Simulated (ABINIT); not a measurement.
# GaAs (F-43m): G0W0 with ABINIT, start to end, part 3 of 3

Aim: the G0W0 gap of GaAs (F-43m) on LDA, step by step.

ABINIT 10.8.3; LDA and many-body steps on it, plane waves. Known limits of the many-body steps: not at the basis limit; screening runs away on this mesh; no spin-orbit coupling; coarse k mesh.

So far. Step 4 (Empty states on the mesh, 4×4×4 mesh, 247 bands): On this mesh the gap is 0.266 eV. Step 5 (Screening, 4×4×4 mesh, 239 bands, screening to 244.9 eV): Local fields lower ε∞ by 9 %. The value itself is an artefact of the mesh, where one narrow direct gap carries too much weight.

**6. Self-energy, 4×4×4 mesh, 239 bands, screening to 244.9 eV**

The self-energy is evaluated for the states that the input lists, and the levels follow from it, in one-shot runs by the linearised quasiparticle equation.

This step: G0W0 on LDA, plane waves, norm-conserving pseudopotentials.

run.abi

```
acell 3*1.0 Angstrom
rprim 
  0.000000000000 2.826850000000 2.826850000000
  2.826850000000 0.000000000000 2.826850000000
  2.826850000000 2.826850000000 0.000000000000
ntypat 2
znucl 31 33
natom 2
typat 1 2
xred 
  0.000000000000 0.000000000000 0.000000000000
  0.250000000000 0.250000000000 0.250000000000
pp_dirpath "pseudos"
pseudos "Ga.upf, As.upf"
ecut 45
ngkpt 4 4 4
nshiftk 1
shiftk 0 0 0
kptopt 1
chksymbreak 0
istwfk *1
occopt 1
irdwfk 1
optdriver 4
nband 239
gwcalctyp 0
ecutsigx 45
symsigma 1
nkptgw 3
kptgw 
  0.0000000000 0.0000000000 0.0000000000
  0.5000000000 0.0000000000 0.0000000000
  0.5000000000 0.5000000000 0.0000000000
bdgw 
  20 26
  21 25
  21 24
ecuteps 9
irdscr 1
ppmodel 1
indata_prefix "in"
outdata_prefix "out"
tmpdata_prefix "tmp"
```

Started as:

```bash
$ OMP_NUM_THREADS=1 mpirun -n 4 abinit run.abi > log
```

Numbers of over 12 decimals in the logs are rounded to 6 here.

What it wrote:

```text
.Version 10.8.3 of ABINIT. v10.8.2 released Aug 2026.

 Symmetries : space group F-4 3 m (#216); Bravais cF (face-center cubic)
[... echo of the input left out ...]
== DATASET  1 ==================================================================
-   mpi_nproc: 4, omp_nthreads: 1 (-1 if OMP is not activated)

--- !DatasetInfo
iteration_state: {dtset: 1, }
dimensions: {natom: 2, nkpt: 8, mband: 239, nsppol: 1, nspinor: 1, nspden: 1, mpw: 4477, }
cutoff_energies: {ecut:  45.0, pawecutdg:  -1.0, }
electrons: {nelect:   4.40000000E+01, charge:   0.00000000E+00, occopt:   1.00000000E+00, tsmear:   1.00000000E-02, }

 SIGMA: Calculation of the GW corrections

 Based on a program developped by R.W. Godby, V. Olevano, G. Onida, and L. Reining.
 Incorporated in ABINIT by V. Olevano, G.-M. Rignanese, and M. Torrent.
.Using double precision arithmetic ; gwpc =  8

[... cell and pseudopotentials left out ...]
--------------------------------------------------------------------------------

 ==== K-mesh for the wavefunctions ====
 Number of points in the irreducible wedge :     8
[... list of points left out ...]
 Together with 24 symmetry operations and time-reversal symmetry
 yields    64 points in the full Brillouin Zone.

 ==== Q-mesh for screening function ====
 Number of points in the irreducible wedge :     8
[... list of points left out ...]
 Together with 24 symmetry operations and time-reversal symmetry
 yields    64 points in the full Brillouin Zone.

 vcoul_init : cutoff-mode = AUXILIARY_FUNCTION
 q-points for optical limit:   1
     1)      0.000010    0.000020    0.000030
 setmesh: FFT mesh size selected  =    45x   45x   45
          total number of points  =        91125

 Number of electrons calculated from density =   44.0000; Expected =   44.0000
 average of density, n =  0.144317
 r_s =    1.1827
 omega_plasma =   36.6450 [eV]

 === KS Band Gaps ===
  >>>> For spin  1
   Minimum direct gap =   0.2656 [eV], located at k-point      :   0.0000  0.0000  0.0000
   Fundamental gap    =   0.2656 [eV], Top of valence bands at :   0.0000  0.0000  0.0000
                                       Bottom of conduction at :   0.0000  0.0000  0.0000
 SIGMA fundamental parameters:
 PLASMON POLE MODEL  1
 number of plane-waves for SigmaX                 4477
 number of plane-waves for SigmaC and W            411
 number of plane-waves for wavefunctions          4477
 number of bands                                   239
 number of independent spin polarizations            1
 number of spinorial components                      1
 number of k-points in IBZ                           8
 number of q-points in IBZ                           8
 number of symmetry operations                      24
 number of k-points in BZ                           64
 number of q-points in BZ                           64
 number of frequencies for dSigma/dE                 9
 frequency step for dSigma/dE [eV]                0.25
 number of omega for Sigma on real axis              0
 max omega for Sigma on real axis  [eV]           0.00
 zcut for avoiding poles [eV]                     0.10

 EPSILON^-1 parameters (SCR file):
 dimension of the eps^-1 matrix on file            411
 dimension of the eps^-1 matrix used               411
 number of plane-waves for wavefunctions          4477
 number of bands                                   239
 number of q-points in IBZ                           8
 number of frequencies                               2
 number of real frequencies                          1
 number of imag frequencies                          1

 matrix elements of self-energy operator (all in [eV])

 Perturbative Calculation

--- !SelfEnergy_ee
iteration_state: {dtset: 1, }
kpoint     : [   0.000,    0.000,    0.000, ]
spin       : 1
KS_gap     :    0.266
QP_gap     :    1.092
Delta_QP_KS:    0.827
data: !SigmaeeData |
     Band     E0 <VxcDFT>   SigX SigC(E0)      Z dSigC/dE  Sig(E)    E-E0       E
       20   5.365 -14.734 -16.019   0.933   0.800  -0.250 -15.016  -0.282   5.083
       21   5.365 -14.734 -16.019   0.933   0.800  -0.250 -15.016  -0.282   5.083
       22   5.365 -14.734 -16.019   0.933   0.800  -0.250 -15.016  -0.282   5.083
       23   5.631 -15.476 -10.786  -4.013   0.803  -0.245 -14.932   0.545   6.176
       24   9.047 -11.942  -7.060  -4.526   0.804  -0.244 -11.656   0.286   9.333
       25   9.047 -11.942  -7.060  -4.526   0.804  -0.244 -11.656   0.286   9.333
       26   9.047 -11.942  -7.060  -4.526   0.804  -0.244 -11.656   0.286   9.333

--- !SelfEnergy_ee
iteration_state: {dtset: 1, }
kpoint     : [   0.500,    0.000,    0.000, ]
spin       : 1
KS_gap     :    1.979
QP_gap     :    2.680
Delta_QP_KS:    0.701
data: !SigmaeeData |
     Band     E0 <VxcDFT>   SigX SigC(E0)      Z dSigC/dE  Sig(E)    E-E0       E
       21   4.220 -13.865 -15.550   1.239   0.796  -0.256 -14.220  -0.355   3.866
       22   4.220 -13.865 -15.550   1.239   0.796  -0.256 -14.220  -0.355   3.866
       23   6.200 -13.237  -8.801  -4.007   0.808  -0.238 -12.890   0.346   6.546
       24   9.960 -11.580  -6.540  -4.712   0.804  -0.244 -11.316   0.264  10.224
       25   9.960 -11.580  -6.540  -4.712   0.804  -0.244 -11.316   0.264  10.224

--- !SelfEnergy_ee
iteration_state: {dtset: 1, }
kpoint     : [   0.500,    0.500,    0.000, ]
spin       : 1
KS_gap     :    4.033
QP_gap     :    4.580
Delta_QP_KS:    0.547
data: !SigmaeeData |
     Band     E0 <VxcDFT>   SigX SigC(E0)      Z dSigC/dE  Sig(E)    E-E0       E
       21   2.679 -12.776 -15.046   1.701   0.789  -0.267 -13.225  -0.449   2.230
       22   2.679 -12.776 -15.046   1.701   0.789  -0.267 -13.225  -0.449   2.230
       23   6.712 -10.312  -6.167  -4.024   0.816  -0.225 -10.213   0.098   6.810
       24   6.916 -11.585  -7.292  -4.059   0.812  -0.232 -11.395   0.190   7.106

== END DATASET(S) ==============================================================
================================================================================

 -outvars: echo values of variables after computation  --------
           etotal      0.0000000000E+00
            nband         239
             nkpt           8
          spgroup         216
 [... the other variables as echoed above ...]

 Calculation completed.
```

The job ended after 90 s (4 MPI ranks of Arm Neoverse V1, shared host; peak memory 2.2 GiB).

Numbers from this step:

- G0W0 gap on the points computed: 1.093 eV
- starting gap on the mesh: 0.2656 eV
- k of the valence top: 0, 0, 0
- k of the conduction bottom: 0, 0, 0
- Z at the valence top: 0.8
- Z at the conduction bottom: 0.803
- least direct G0W0 gap on the computed points: 1.093 eV

The gap on the mesh goes from 0.27 eV to 1.09 eV, a correction of +0.83 eV.

Limits: finite bands, cutoff and mesh; no spin-orbit coupling; coarse k mesh. v1 is the top filled band, c1 the lowest empty one. Levels before and after the correction, in eV, zero at the valence-band top of each column:

```tsv
	conduction bottom	valence top
Kohn-Sham	0.27	0.00
G0W0	1.09	0.00
```

```tsv
	level	energy (eV)
Kohn-Sham	Γ v3-v1	0.000
Kohn-Sham	Γ c1	0.266
Kohn-Sham	Γ c2-c4	3.682
G0W0	Γ v3-v1	0.000
G0W0	Γ c1	1.093
G0W0	Γ c2-c4	4.250
```

**7. Where the time went**

Times are wall times on 4 MPI ranks of Arm Neoverse V1, shared host, good to a factor of about two.

```tsv
step	time	share	memory (GiB)
ground state	25 s	5 %	0.35
bands along the symmetry lines	28 s	5 %	0.37
empty states on the mesh	2.1 min	23 %	4.4
screening	4.6 min	51 %	2.3
self-energy	90 s	16 %	2.2
```

**8. What came out**

```json
{"LDA gap": "0.27 eV, direct", "G0W0 gap on the mesh": "1.09 eV", "GW settings": "4×4×4 mesh, 239 bands, screening to 244.9 eV, Godby-Needs plasmon pole", "known limits": "not at the basis limit; screening runs away on this mesh; no spin-orbit coupling; coarse k mesh"}
```

In words: G0W0 moves the gap on the mesh from 0.27 eV to 1.09 eV (+0.83 eV), with Z of 0.80 and 0.80 at the edges. Local fields lower the RPA ε∞ on this mesh from 897.24 to 820.83; a Γ-centred mesh this coarse tends to raise both, most where the direct gap is narrow, while a short band sum lowers them. Only 3 of the mesh's irreducible points were corrected, so a valley elsewhere could overtake. The dearest step here is «screening». Against experiment, by G0W0@LDA: the direct gap of 1.09 eV lies −0.42 eV from the measured 1.51 eV (exciton, 77 K, 2020); the direct gap of 1.09 eV lies −0.32 eV from the measured 1.412 ± 0.01 eV (direct, 300 K, 2008); the direct gap of 1.09 eV lies −0.33 eV from the measured 1.42 eV (exciton, 300 K, 2014); the direct gap of 1.09 eV lies −0.33 eV from the measured 1.42 eV (direct, 300 K, 2004); the direct gap of 1.09 eV lies −0.32 eV from the measured 1.418 ± 0.005 eV (direct, 300 K, 2008). An exciton line or allowed optical edge lies below the quasiparticle gap by the binding energy; a forbidden edge can push the onset above it. The calculation has static nuclei and no excitons; a measured gap holds zero-point and thermal motion, which mostly lowers it. Against the values above the computed gap that would widen the miss. A likelier cause is too strong a screening: the start's gap is only 0.27 eV, the mesh is coarse, and one shot does not repair that. Bands and cutoff are finite, so the gap is not at the basis limit. The miss can reach some tenths of an eV and take either sign; the mesh is an error of its own. In the G0W0 run levels were corrected at 3 k points alone, so a gap called «on the mesh» is the least over those, and an edge elsewhere would be missed. The 4×4×4 mesh is coarse for this cell, which bears on the long-range parts of exchange and screening. On this mesh the RPA ε∞ passes 90, more than nearly any semiconductor shows; a coarse mesh does this where one point with a narrow direct gap carries much weight. The screening is then too strong, and the G0W0 gap should not be taken as the material's. The many-body steps are scalar-relativistic: spin-orbit coupling is not in them.

[Paths, hosts, dates, memory and timing lines, banners, echoed tables and standing remarks are left out of the program output.]

[Logs are printed without paths, hosts, clocks, repeated set-up lines and the standing remarks that a program may print on its own settings, such as how far it seeks lower states.]

[Runs of the session that timed out or met a known fault of the program may be left out.]

[No measured gap is set beside runs whose start may be inverted or whose files or cutoffs have a known fault.]

[Hosts, paths, dates, database ids (printed as entryN), source tags and the programs' standing remarks are cut or masked in the printed files.]

[G0W0 gaps are taken among the corrected bands and points alone; a level outside them can change the order at an edge.]

[Where Ansatz stands beside ABINIT at settings called matched, ABINIT's density can come from a denser mesh and the files from another edition; pairs whose starting gaps differed by over 0.03 eV were left out, so agreement reads better than it is.]
